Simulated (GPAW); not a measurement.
## Dielectric function and optical constants of ZnS (Wurtzite-2H)

Wanted: where ZnS (Wurtzite-2H) starts to absorb, how strongly, and its refractive index. The cell comes from an older database entry, whose edges can differ from later determinations, mostly by under a per cent.

Program: GPAW 26.7.0. Level of theory: DFT, PBE, plane-wave PAW (GPAW data sets), scalar-relativistic, RPA, optical limit. Results are calculated unless marked as measured.

The database entry behind the starting cell differs from later determinations by our own check (about 0.4 % short), so it need not match the best structure at ambient conditions.

## 1. Set-up

Symmetry: P6_3mc, No. 186, hexagonal system. Conventional cell: a = 3.811 Å, b = 3.811 Å, c = 6.234 Å, α = 90.00°, β = 90.00°, γ = 120.00°. Zn has 4 S at 2.31 to 2.40 Å nearest. S has 4 Zn at 2.31 to 2.40 Å nearest. Farther neighbours and most contacts between anions are not listed.

As a file:

```cif
data_structure
_symmetry_space_group_name_H-M 'P 1'
_symmetry_Int_Tables_number 1
_cell_length_a 3.8110
_cell_length_b 3.8110
_cell_length_c 6.2340
_cell_angle_alpha 90.000
_cell_angle_beta 90.000
_cell_angle_gamma 120.000
_cell_volume 78.41
loop_
_atom_site_label
_atom_site_type_symbol
_atom_site_fract_x
_atom_site_fract_y
_atom_site_fract_z
_atom_site_occupancy
Zn1 Zn 0.66667 0.33333 0.50000 1
Zn2 Zn 0.33333 0.66667 0.00000 1
S3 S 0.66667 0.33333 0.88500 1
S4 S 0.33333 0.66667 0.38500 1
```

## 2. Ground state

First the ground state: is it a metal or has it a gap?

This step: DFT, PBE, plane-wave PAW (GPAW data sets), scalar-relativistic, ground state (GPAW 26.7.0).

gs.py reads:

```python
from ase import Atoms
from ase.dft.bandgap import bandgap
from gpaw import GPAW, PW, FermiDirac

atoms = Atoms(['Zn', 'Zn', 'S', 'S'],
              cell=[[3.81100000, 0.00000000, 0.00000000],
                    [-1.90550000, 3.30042281, 0.00000000],
                    [0.00000000, 0.00000000, 6.23400000]],
              scaled_positions=[[0.66666667, 0.33333333, 0.50000000],
                                [0.33333333, 0.66666667, 0.00000000],
                                [0.66666667, 0.33333333, 0.88500000],
                                [0.33333333, 0.66666667, 0.38500000]],
              pbc=[True, True, True])
atoms.calc = GPAW(mode=PW(400), xc='PBE', kpts={'size': (7, 7, 4), 'gamma': True},
                  occupations=FermiDirac(0.05), maxiter=150, txt='gs.txt')
print('energy (eV)', atoms.get_potential_energy())
print('Fermi level (eV)', atoms.calc.get_fermi_level())
print('valence electrons', atoms.calc.get_number_of_electrons())
print('gap (eV)', bandgap(atoms.calc, output=None)[0])
print('direct gap (eV)', bandgap(atoms.calc, direct=True, output=None)[0])
atoms.calc.write('gs.gpw')
```

Launch:

```
$ OMP_NUM_THREADS=1 python gs.py
```

Numbers of over 12 decimals in the logs are rounded to 6 here.

The program printed:

```text
__  _  _
 | _ |_)|_||  |
 |__||  | ||/\| - 26.7.0

Versions:
  Python: 3.12.14
  ASE:    3.29.0
  Numpy:  2.5.5
  Scipy:  1.18.1
  Libxc:  7.0.0

Input parameters:
  mode=PW(ecut=400.0),
  kpts=MonkhorstPack(size=(7, 7, 4), gamma=True),
  maxiter=150,
  occupations=Occupations(name='fermi-dirac', width=0.05, fixmagmom=False),
  xc=XC(name='PBE')

Diagonalizing LCAO Hamiltonian
Converting LCAO to pw mode

            S

            Zn
        S

        Zn

Atoms  # Å, Bohr magnetons
|   | symbol |         x |        y |        z |    initial magnetic moments |
| 0 |     Zn |  1.905500 | 1.100141 | 3.117000 | ( 0.0000,  0.0000,  0.0000) |
| 1 |     Zn | -0.000000 | 2.200282 | 0.000000 | ( 0.0000,  0.0000,  0.0000) |
| 2 |      S |  1.905500 | 1.100141 | 5.517090 | ( 0.0000,  0.0000,  0.0000) |
| 3 |      S | -0.000000 | 2.200282 | 2.400090 | ( 0.0000,  0.0000,  0.0000) |

Unit cell  # Å
| periodic |         x |        y |        z |  lengths |     angles |
|      yes |  3.811000 | 0.000000 | 0.000000 | 3.811000 |  90.000000 |
|      yes | -1.905500 | 3.300423 | 0.000000 | 3.811000 |  90.000000 |
|      yes |  0.000000 | 0.000000 | 6.234000 | 6.234000 | 120.000000 |

Number of symmetries: 2
Symmetry operations  # r_c * U_cc + t_c -> r_c
|   | kind |            matrix            |
| 0 |  E   |  1, 0, 0,  0, 1, 0,  0, 0, 1 |
| 1 |  σ   | -1, 0, 0,  1, 1, 0,  0, 0, 1 |

BZ-sampling:
  Number of BZ points: 196
  Number of IBZ points: 60

  Monkhorst-Pack size: [7, 7, 4]
  Monkhorst-Pack shift: [0.0, 0.0, 0.125]

K-points  # in reciprocal-cell coordinates
|     |                                coordinates |     weight |
|   0 | (  0.00000000,   0.00000000,   0.00000000) | 0.00510204 |
|   1 | (  0.00000000,   0.00000000,   0.25000000) | 0.01020408 |
|   2 | (  0.00000000,   0.00000000,   0.50000000) | 0.00510204 |
|   3 | (  0.00000000,   0.14285714,  -0.25000000) | 0.01020408 |
|   4 | (  0.00000000,   0.14285714,   0.00000000) | 0.01020408 |
|   5 | (  0.00000000,   0.14285714,   0.25000000) | 0.01020408 |
|   6 | (  0.00000000,   0.14285714,   0.50000000) | 0.01020408 |
|   7 | (  0.00000000,   0.28571429,  -0.25000000) | 0.01020408 |
|   8 | (  0.00000000,   0.28571429,   0.00000000) | 0.01020408 |
|   9 | (  0.00000000,   0.28571429,   0.25000000) | 0.01020408 |
| ... |                                            |            |
|  59 | (  0.42857143,   0.42857143,   0.50000000) | 0.02040816 |

Plane wave coefficients: 1448
Cutoff: 400.0 eV

Spin-components: 1 (collinear spins)
Bands:           26
Projectors:      22
Spin-degeneracy: 2
Datatype:        complex128

Parallelization:
  kpt:    1
  domain: 1
  band:   1

Density:
  Valence electrons: 36.0
  Components: 1
  Grid points: [18 18 30]
  Charge: 0.0  # |e|

Potential:
  Grid points: [18 18 30]

species:
  Zn:
    name:    Zinc
    id:
    Z:       30.0
    valence: 12
    core:    18
    charge:  0.0  # [|e|]
    compensation charges:
      type: gauss
      rc: 0.37  # [Å]
      lmax: 2
    cutoffs:
      filter: 2.14  # [Å]
      core: 2.28  # [Å]
    projectors
    | kind |    occ | energy [eV] | rcut [Å] |
    |   4s |  2.000 |      -5.977 |    1.286 |
    |   4p |  0.000 |      -1.117 |    1.270 |
    |   3d | 10.000 |     -10.142 |    1.180 |
    |    s |        |      21.234 |    1.286 |
    |    p |        |      26.095 |    1.270 |
    |    d |        |      17.070 |    1.180 |

    Using partial waves for Zn as LCAO basis

  S:
    name:    Sulfur
    id:
    Z:       16.0
    valence: 6
    core:    10
    charge:  0.0  # [|e|]
    compensation charges:
      type: gauss
      rc: 0.24  # [Å]
      lmax: 2
    cutoffs:
      filter: 1.77  # [Å]
      core: 1.66  # [Å]
    projectors
    | kind |    occ | energy [eV] | rcut [Å] |
    |   3s |  2.000 |     -17.254 |    0.974 |
    |   3p |  4.000 |      -7.008 |    0.979 |
    |    s |        |       9.957 |    0.974 |
    |    p |        |      20.203 |    0.979 |
    |    d |        |       0.000 |    0.900 |

    Using partial waves for S as LCAO basis

Reference energy: -119437.893101  # eV

eigensolver:
  PPCG
  Converge bands: occupied
  niter=2

density mixing:
  MSR1-Mixer
  Pratt-step length: 0.05
  Maximum mixing coefficient: 0.75
  Old densities: 10
  SVD Regularization: 0.005
  Good broyden scale: 1.0
  Trust region scale: 1.0
  Backstep threshold: 4.0
  History deletion threshold: 6.0
  Fourier metric: weight=20.0, sigma=0.015

occupation numbers:
  Fermi-Dirac:
    width: 0.0500  # eV

poisson solver:
  ecut: 3200.0  # eV

xc functional:
  name: PBE with 2 nearest neighbor stencil

convergence criteria:
- Maximum [total energy] change in last 3 cyles: 0.0005 eV / valence electron
- Maximum integral of absolute [dens]ity change: 0.0001 electrons / valence electron
- Maximum integral of absolute [eigenst]ate change: 4e-08 eV^2 / valence electron
maximum number of iterations: 150

SCF iterations
|iter     |      energy | eigst |  dens |
|iter:   1||  -14.416256 | +0.24 |       |
|iter:   2||  -14.272918 | -0.82 | -1.18 |
|iter:   3||  -13.699783 | -1.24 | -1.23 |
|iter:   4||  -13.699063 | -2.33 | -1.79 |
|iter:   5||  -13.701784c| -3.43 | -2.24 |
|iter:   6||  -13.701551c| -3.92 | -2.86 |
|iter:   7||  -13.701596c| -4.50 | -3.47 |
|iter:   8||  -13.701609c| -5.13 | -3.81 |
|iter:   9||  -13.701609c| -7.79c| -4.90c|

Converged in 9 steps
SCF loop duration: 33.439 s (3.715 s/step)
Energy contributions relative to reference atoms: (reference = -119437.893101)

Energy contributions:
  Kinetic:          24.265687
  Coulomb:         -20.388215
  Zero:              0.020082
  External:          0.000000
  Xc:              -17.599164
  Entropy:          -0.000000
  Spinorbit:         0.000000
  ----------------------------
  Free energy:     -13.701609
  Extrapolated:    -13.701609

dipole moment: (0.000000, 0.000000, -7.440051)  # |e|*Ang

Fermi level: 4.815
Eigenvalues  # (at kpt = [0.000, 0.000, 0.000])
| band index |      eig [eV] | occ [0-2] |
|          0 |        -9.371 |     2.000 |
|        ... |               |           |
|         10 |        -1.962 |     2.000 |
|         11 |        -1.804 |     2.000 |
|         12 |        -1.338 |     2.000 |
|         13 |         2.964 |     2.000 |
|         14 |         2.964 |     2.000 |
|         15 |         3.810 |     2.000 |
|         16 |         3.810 |     2.000 |
|         17 |         3.820 |     2.000 |
|         18 |         6.063 |     0.000 |
|         19 |         6.810 |     0.000 |
|         20 |        10.097 |     0.000 |
|         21 |        10.097 |     0.000 |
|         22 |        10.401 |     0.000 |
|         23 |        11.403 |     0.000 |
|         24 |        11.403 |     0.000 |
|         25 |        13.118 |     0.000 |

Gap: 2.242 eV
Transition (v -> c):
  (s=0, k=0, n=17, [0.00, 0.00, 0.00]) -> (s=0, k=0, n=18, [0.00, 0.00, 0.00])
No difference between direct/indirect transitions

--- standard output ---
energy (eV) -13.701609
Fermi level (eV) 4.815132
valence electrons 36.0
gap (eV) 2.242257
direct gap (eV) 2.242257
```

It took 36 s on 1 thread of Arm Neoverse V2, shared host; peak memory 0.19 GiB.

Read-outs, printed or worked out from the files:

| Property | Result |
| --- | --- |
| energy | -13.70 eV |
| Fermi energy | 4.815 eV |
| gap on the k-mesh | 2.242 eV |
| direct gap on the mesh | 2.242 eV |
| electrons | 36 |

There is a gap, 2.24 eV on this mesh (points off the mesh can give less), so no carriers' term is needed.

## 3. Bands for the response

The response needs many more empty bands than the density does.

This step: DFT, PBE, plane-wave PAW (GPAW data sets), scalar-relativistic, bands at fixed density (GPAW 26.7.0).

nscf.py reads:

```python
from ase.dft.bandgap import bandgap
from gpaw import GPAW, FermiDirac

calc = GPAW('gs.gpw').fixed_density(kpts={'size': (8, 8, 4), 'gamma': True}, nbands=62, convergence={'bands': 56},
                                    occupations=FermiDirac(0.001), txt='nscf.txt')
print('gap (eV)', bandgap(calc, output=None)[0])
print('direct gap (eV)', bandgap(calc, direct=True, output=None)[0])
print('top band over the Fermi level (eV)', min(calc.get_eigenvalues(kpt=k)[55] for k in range(len(calc.get_ibz_k_points()))) - calc.get_fermi_level())
calc.write('full.gpw', mode='all')
```

Launch:

```
$ OMP_NUM_THREADS=1 python nscf.py
```

The program printed:

```text
Diagonalizing LCAO Hamiltonian
Converting LCAO to pw mode
convergence criteria:
- Maximum integral of absolute [eigenst]ate change: 4e-08 eV^2 / valence electron
maximum number of iterations: 150

SCF iterations
|iter     |      energy | eigst |  dens |
|iter:   1||             | +3.69 |       |
|iter:   2||             | +2.59 |       |
|iter:   3||             | +1.97 |       |
|iter:   4||             | +1.08 |       |
|iter:   5||             | +0.30 |       |
|iter:   6||             | -0.58 |       |
|iter:   7||             | -1.34 |       |
|iter:   8||             | -2.22 |       |
|iter:   9||             | -2.94 |       |
|iter:  10||             | -3.76 |       |
|iter:  11||             | -4.41 |       |
|iter:  12||             | -5.17 |       |
|iter:  13||             | -5.82 |       |
|iter:  14||             | -6.63 |       |
|iter:  15||             | -7.16 |       |
|iter:  16||             | -7.73c|       |
SCF steps: 16
  __  _  _
 | _ |_)|_||  |
 |__||  | ||/\| - 26.7.0

Versions:
  Python: 3.12.14
  ASE:    3.29.0
  Numpy:  2.5.5
  Scipy:  1.18.1
  Libxc:  7.0.0

Input parameters:
  mode=PW(ecut=400.0),
  convergence={'bands': 56},
  gpts=array([18, 18, 30]),
  kpts=MonkhorstPack(size=(8, 8, 4), gamma=True),
  maxiter=150,
  nbands=62,
  occupations=Occupations(name='fermi-dirac', width=0.001, fixmagmom=False),
  parallel={},
  xc=XC(name='PBE')

--- standard output ---
gap (eV) 2.242257
direct gap (eV) 2.242257
top band over the Fermi level (eV) 28.468027
```

Elapsed: 2.9 min, on 1 thread; peak memory 0.29 GiB.

## 4. Dielectric function, RPA

Local fields let the induced charge screen the field inside the cell, which as a rule lowers ε, most along directions where the density is uneven.

This step: DFT, PBE, plane-wave PAW (GPAW data sets), scalar-relativistic, RPA, optical limit (GPAW 26.7.0).

df.py reads:

```python
from gpaw.response.df import DielectricFunction

df = DielectricFunction('full.gpw', frequencies={'type': 'nonlinear', 'domega0': 0.03, 'omega2': 8},
                        ecut=30,
                        eta=0.15,
                        nbands=56,
                        txt='df.txt')
for direction in ['x', 'z']:
    df.get_dielectric_function(xc='RPA', direction=direction, filename=f'df_{direction}.csv')
```

Launch:

```
$ OMP_NUM_THREADS=1 python df.py
```

The program printed:

```text
Using integrator: PointIntegrator
NonLinearFrequencyDescriptor(from 0.000 to 45.181 eV, 452 points)
Nonperiodic BCs:  [False False False]
Using integrator: PointIntegrator
NonLinearFrequencyDescriptor(from 0.000 to 45.181 eV, 452 points)
Nonperiodic BCs:  [False False False]

Calculating chi0 body with:
    Ground state adapter containing:
    Number of spins: 1
    Number of kpoints: 256
    Number of irreducible kpoints: 78
    Number of completely occupied states: 18
    Number of partially occupied states: 18

    Linear response parametrization:
    q_c: [0.0, 0.0, 0.0]
    Number of frequency points: 452
    Planewave cutoff: 30.0
    Number of bands: 56
    Number of planewaves: 35
    Broadening (eta): 0.15

Integrating chi0 body.

Symmetries of q_c:
    Direct symmetries (Uq -> q): 2
    Indirect symmetries (TUq -> q): 2
In total 4 allowed symmetries.

78 groups of equivalent kpoints. 69.53125% reduction.

Integral kind: spectral function

Calculating chi0 optical extensions with:
    Ground state adapter containing:
    Number of spins: 1
    Number of kpoints: 256
    Number of irreducible kpoints: 78
    Number of completely occupied states: 18
    Number of partially occupied states: 18

    Linear response parametrization:
    Number of frequency points: 452
    Planewave cutoff: 30.0
    Number of bands: 56
    Number of planewaves: 35
    Broadening (eta): 0.15
Integrating chi0 head and wings.

Symmetries of q_c:
    Direct symmetries (Uq -> q): 2
    Indirect symmetries (TUq -> q): 2
In total 4 allowed symmetries.

78 groups of equivalent kpoints. 69.53125% reduction.

Integral kind: spectral function wings
```

Wall time 22 s (1 thread); peak memory 0.26 GiB.

Numbers from this step:

```
electronic dielectric constant ε∞, mean over x, y and z (by symmetry where fewer were run) : 5.633
centre of weight of the strongest loss peak in the window                                  : 18.17 eV
```

Some rows of df_x.csv (energy; Re and Im without local fields; Re and Im with them):

```text
0.000000, 6.245037, -0.000000, 5.612017, -0.000000
0.651243, 6.321820, 0.036626, 5.683043, 0.033991
1.347938, 6.611067, 0.096476, 5.954146, 0.091636
2.095014, 7.449800, 0.596529, 6.773295, 0.619193
2.898142, 8.262982, 0.700760, 7.481348, 0.711459
3.763875, 10.166606, 2.509308, 9.144612, 2.539820
4.699832, 10.773561, 7.042039, 8.944661, 6.572001
5.714917, 5.720495, 9.333739, 3.885726, 7.498439
6.819608, 3.614801, 11.629149, 3.337464, 7.282767
8.026317, -2.264256, 6.097928, -0.805265, 4.752211
9.349861, -1.971077, 3.510081, -0.819442, 3.259848
10.808071, -2.071743, 2.237158, -1.152747, 2.681842
12.422601, -1.062738, 1.135766, -0.788282, 1.299327
14.220012, -0.669069, 0.752244, -0.463820, 0.928669
16.233242, -0.191467, 0.505580, -0.014661, 0.538624
18.503643, 0.074549, 0.367601, 0.282495, 0.462463
21.083856, 0.256259, 0.219140, 0.357680, 0.342096
24.041937, 0.405478, 0.133584, 0.459660, 0.256677
27.467452, 0.562893, 0.093771, 0.568232, 0.206985
```

The Im ε has structure finer than the step of the table below, so its rows give means over 1 eV, whole bins alone (the curve runs from 0 to 28.4 eV). Peaks (eV: height): E ∥ x 3.2: 2.43, 3.9: 4.50, 4.8: 7.82, 5.4: 9.06, 5.9: 8.57, 7.0: 8.59; E ∥ z 3.1: 3.36, 5.5: 9.57, 5.8: 9.64, 7.0: 7.39.

Sum at mesh points, not converged in k; values under the direct gap are tails of Lorentzian lines. The Im ε by photon energy; means over each step:

```tsv
photon energy (eV)	E ∥ x	E ∥ z
1	0.0613	0.0666
2	0.497	0.572
3	1.20	1.51
4	3.13	2.65
5	7.31	8.38
6	6.97	7.31
7	6.93	6.14
8	5.10	4.47
9	3.52	3.90
10	3.03	2.61
11	2.45	2.37
12	1.62	1.44
13	1.23	1.27
14	0.950	0.947
15	0.681	0.817
16	0.545	0.643
17	0.505	0.516
18	0.443	0.409
19	0.468	0.455
20	0.408	0.410
21	0.344	0.341
22	0.310	0.309
23	0.298	0.293
24	0.265	0.248
25	0.228	0.236
26	0.200	0.228
27	0.201	0.220
```

The reflectivity at normal incidence has structure finer than the step of the table below, so its rows give means over 1 eV, whole bins alone (the curve runs from 0 to 28.4 eV). Peaks (eV: height): E ∥ x 5.9: 35.2, 7.1: 38.0, 12.0: 38.7, 13.4: 35.9; E ∥ z 3.1: 24.5, 5.9: 40.2, 7.1: 36.3, 9.4: 39.7, 11.3: 41.0, 13.1: 35.1.

Sum at mesh points, not converged in k. Table of reflectivity at normal incidence by photon energy; means over each step:

```tsv
photon energy (eV)	E ∥ x (%)	E ∥ z (%)
1	17.1	17.3
2	18.9	19.2
3	21.4	21.1
4	25.4	26.3
5	31.5	33.6
6	30.9	33.7
7	33.3	31.8
8	35.2	30.7
9	32.7	36.1
10	29.6	27.8
11	35.0	36.1
12	36.8	30.7
13	32.1	32.3
14	30.8	25.2
15	29.2	24.8
16	22.1	20.1
17	15.4	19.5
18	11.8	11.5
19	9.10	8.54
20	8.83	8.66
21	7.10	6.78
22	5.57	5.17
23	4.59	4.68
24	4.22	3.71
25	3.51	2.83
26	2.74	2.70
27	2.32	2.29
```

The Im ε, E ∥ x has structure finer than the step of the table below, so its rows give means over 1 eV, whole bins alone (the curve runs from 0 to 28.4 eV). Peaks (eV: height): without local fields 5.4: 10.5, 5.9: 10.8, 6.9: 12.6; with local fields 3.2: 2.43, 3.9: 4.50, 4.8: 7.82, 5.4: 9.06, 5.9: 8.57, 7.0: 8.59.

Sum at mesh points, not converged in k; values under the direct gap are tails of Lorentzian lines. Table of Im ε, E ∥ x by photon energy; means over each step:

```tsv
photon energy (eV)	without local fields	with local fields
1	0.0651	0.0613
2	0.481	0.497
3	1.16	1.20
4	3.11	3.13
5	8.15	7.31
6	8.88	6.97
7	9.99	6.93
8	6.46	5.10
9	3.98	3.52
10	3.28	3.03
11	2.09	2.45
12	1.33	1.62
13	1.07	1.23
14	0.806	0.950
15	0.593	0.681
16	0.510	0.545
17	0.439	0.505
18	0.363	0.443
19	0.354	0.468
20	0.285	0.408
21	0.221	0.344
22	0.203	0.310
23	0.179	0.298
24	0.140	0.265
25	0.109	0.228
26	0.100	0.200
27	0.101	0.201
```

Sum at mesh points, not converged in k; values under the direct gap are tails of Lorentzian lines. The loss function −Im 1/ε at q → 0 by energy loss; read off at these points:

```tsv
energy loss (eV)	E ∥ x	E ∥ z
0.0	0	0
1.0	0.00171	0.00180
2.0	0.00888	0.00998
3.0	0.0171	0.0264
4.0	0.0600	0.0212
5.0	0.0762	0.0695
6.0	0.125	0.135
7.0	0.113	0.133
8.0	0.202	0.231
9.0	0.255	0.226
10.0	0.303	0.373
11.0	0.335	0.336
12.0	0.428	0.651
13.0	0.674	0.587
14.0	0.821	0.919
15.0	1.27	1.15
16.0	1.79	1.53
16.4	1.96	1.52
17.0	1.91	2.03
17.6	1.90	2.35
17.8	2.01	2.08
18.0	1.96	1.83
19.0	1.49	1.48
20.0	1.67	1.70
21.0	1.42	1.35
22.0	1.23	1.10
23.0	1.03	1.10
24.0	0.938	0.842
25.0	0.782	0.669
26.0	0.601	0.643
27.0	0.552	0.574
28.0	0.504	0.556
```

Optical constants at common wavelengths, from n + ik = √ε:

```tsv
wavelength (nm)	n x	k x	R (%) x	1/α x	n z	k z	R (%) z	1/α z
1550	2.39	0.009	16.8	14 µm	2.41	0.010	17.0	13 µm
633	2.56	0.065	19.3	779 nm	2.59	0.075	19.7	672 nm
450	2.65	0.095	20.5	376 nm	2.70	0.124	21.2	288 nm
405	2.84	0.255	23.3	126 nm	2.88	0.451	24.5	71 nm
365	2.64	0.293	20.8	99 nm	2.48	0.262	18.6	111 nm
308	2.76	0.735	24.8	33 nm	3.16	0.369	27.5	66 nm
248	2.82	1.174	29.4	17 nm	3.03	1.498	34.5	13 nm
```

Below the direct gap, k and the depth come from the tails of the Lorentzian lines, not from transitions.

Rows near the edge hang on the gap, which this functional as a rule makes too small, and phonon-assisted absorption is left out.

## 5. What came out

```
electronic dielectric constant ε∞, mean over x, y and z (by symmetry where fewer were run) (RPA) : 5.63
centre of weight of the strongest loss peak in the window, first axis                            : 18.2 eV
```

What this shows: At this level (PBE, RPA) ZnS has a mean ε∞ = 5.63 and n = 2.39 at 1550 nm (E ∥ x). On the mesh the gap is 2.24 eV and the least direct gap 2.24 eV. Local fields change the static value along x from 6.25 to 5.61 (-10 %). The static values by axis are 5.61 (x), 5.67 (z). Excitons and phonon-assisted transitions are missing; PBE gaps are as a rule too small, which pulls the onset down and ε∞ up. The curves end at 28 eV, about where the summed bands run out. The mesh misses the corner K of the hexagonal zone, so gaps read from it can be too wide where band edges lie there. In this version of GPAW the matrix elements of the optical limit are incomplete, which can lower ε − 1 by up to a tenth where first-row anions or d states rule, and shift it by more in d metals. The sum runs over mesh points 0.25 Å⁻¹ apart with no interpolation, so peaks are partly noise of the mesh and static values carry its error. Besides steps told in other documents, this task had 1 run with a known fault of program or setting; those not told in a step above aren't shown.

[Machine, clock and banner lines and Python warnings are left out of the logs.]

[Logs are printed without paths, hosts, clocks, repeated set-up lines and the standing remarks that a program may print on its own settings, such as how far it seeks lower states.]

[Hosts, paths, dates, database ids (printed as entryN), source tags and the programs' standing remarks are cut or masked in the printed files.]
